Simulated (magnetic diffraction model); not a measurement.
# NiH12O6F2 below its ordering temperature

Space group C2/m (no. 12), a = 9.4930 Å, b = 6.5900 Å, c = 5.9950 Å, β = 121.16°.

```csv
site,atom,x,y,z
2a,Ni,0,0,0
4i,F,0.2322,1/2,0.8376
4i,O,0.2143,1/2,0.2896
8j,O,0.0352,0.7861,0.2504
4i,H,0.2429,1/2,0.1678
4i,H,0.3263,1/2,0.4649
8j,H,0.9399,0.2681,0.2126
8j,H,0.1104,0.7061,0.2763
```

This is a made-up structure (elements placed in a structure type, unrelaxed), so the numbers test the method and describe no known phase.

Only Ni is taken to order (form factors of Ni2+); orders and moment sizes are assumed, and not adapted to the symmetry. Radiation: neutrons of λ = 4.2 Å, 3° to 80°; isotropic B of 0.42 Å² (Ni), 0.56 Å² (F), 0.56 Å² (O) and 0.72 Å² (H). The intensities are simulated: I ∝ L Σ (|F_N|² + |F_M⊥|²) for unpolarised neutrons, with F_M = 2.695 fm/μB × Σ f(s) S exp(2πi Q·r) exp(−B s²) at Q = H ± k (one set where k and −k are equivalent), only the part normal to Q counting and L = 1/(sin²θ cos θ). For collinear order S is the moment m, which repeats by lattice and centring translations R with the sign exp(−2πi k·R). Form factors are spin-only for 3d ions and dipole or tabulated for f ions, scattering lengths are Sears's of 1992, and absorption is left out. A label names one of the reflections at its angle. The strongest nuclear line in the range is 100, and lines under 0.2 are left out.

Above the ordering temperature:

```tsv
2θ (°)	index	I
48.33	(0 0 1)	30.4
48.45	(1 1 0)	41.5
55.37	(2 0 -1)	17.2
56.83	(1 1 -1)	100.0
62.27	(2 0 0)	5.0
79.19	(0 2 0)	35.3
```

Below it (cell unchanged):

| 2θ (°) | I |
| --- | --- |
| 29.96 | 6.6 |
| 41.39 | 3.5 |
| 48.33 | 30.4 |
| 48.45 | 41.5 |
| 55.37 | 17.2 |
| 56.83 | 100.0 |
| 62.27 | 5.0 |
| 62.50 | 1.9 |
| 68.58 | 1.7 |
| 71.81 | 1.2 |
| 74.80 | 1.6 |
| 79.19 | 35.3 |

**Question.** Find the propagation vector, then choose among these models:
A. collinear moments along [001], 1.84 μB on Ni
B. collinear moments along [010], 1.84 μB on Ni
C. collinear moments along [110], 1.84 μB on Ni

The new lines index as (1 0 0) at 29.96°, (1 0 -1) at 41.39°, (0 1 1) at 62.50° and (2 1 -1) at 68.58°, that is as H ± k with k = (0 1 0). The indices are whole but break the lattice centring, so the moments reverse under a centring translation, those with k·t a half-integer.

Magnetic intensity, observed (below minus above) and for each model:

| 2θ (°) | index | observed | A | B | C |
| --- | --- | --- | --- | --- | --- |
| 29.96 | (1 0 0) | 6.6 | 6.6 | 6.6 | 3.4 |
| 37.16 | (0 1 0) | <0.2 | 4.3 | <0.2 | 2.9 |
| 41.39 | (1 0 -1) | 3.5 | <0.2 | 3.5 | 2.5 |
| 62.50 | (0 1 1) | 1.9 | 1.7 | 1.9 | 2.7 |
| 68.58 | (2 1 -1) | 1.7 | 1.6 | 1.7 | 1.2 |
| 71.81 | (1 0 1) | 1.2 | 0.8 | 1.2 | 1.1 |
| 74.80 | (2 1 0) | 1.6 | 2.2 | 1.6 | 1.2 |

Model B matches.

The absence at (0 1 0) is telling: Q lies along the moments there, so the part normal to Q vanishes.

The structure used: k = (0 1 0), collinear moments along [010], 1.84 μB on Ni.

[Logs are printed without paths, hosts, clocks, repeated set-up lines and the standing remarks that a program may print on its own settings, such as how far it seeks lower states.]
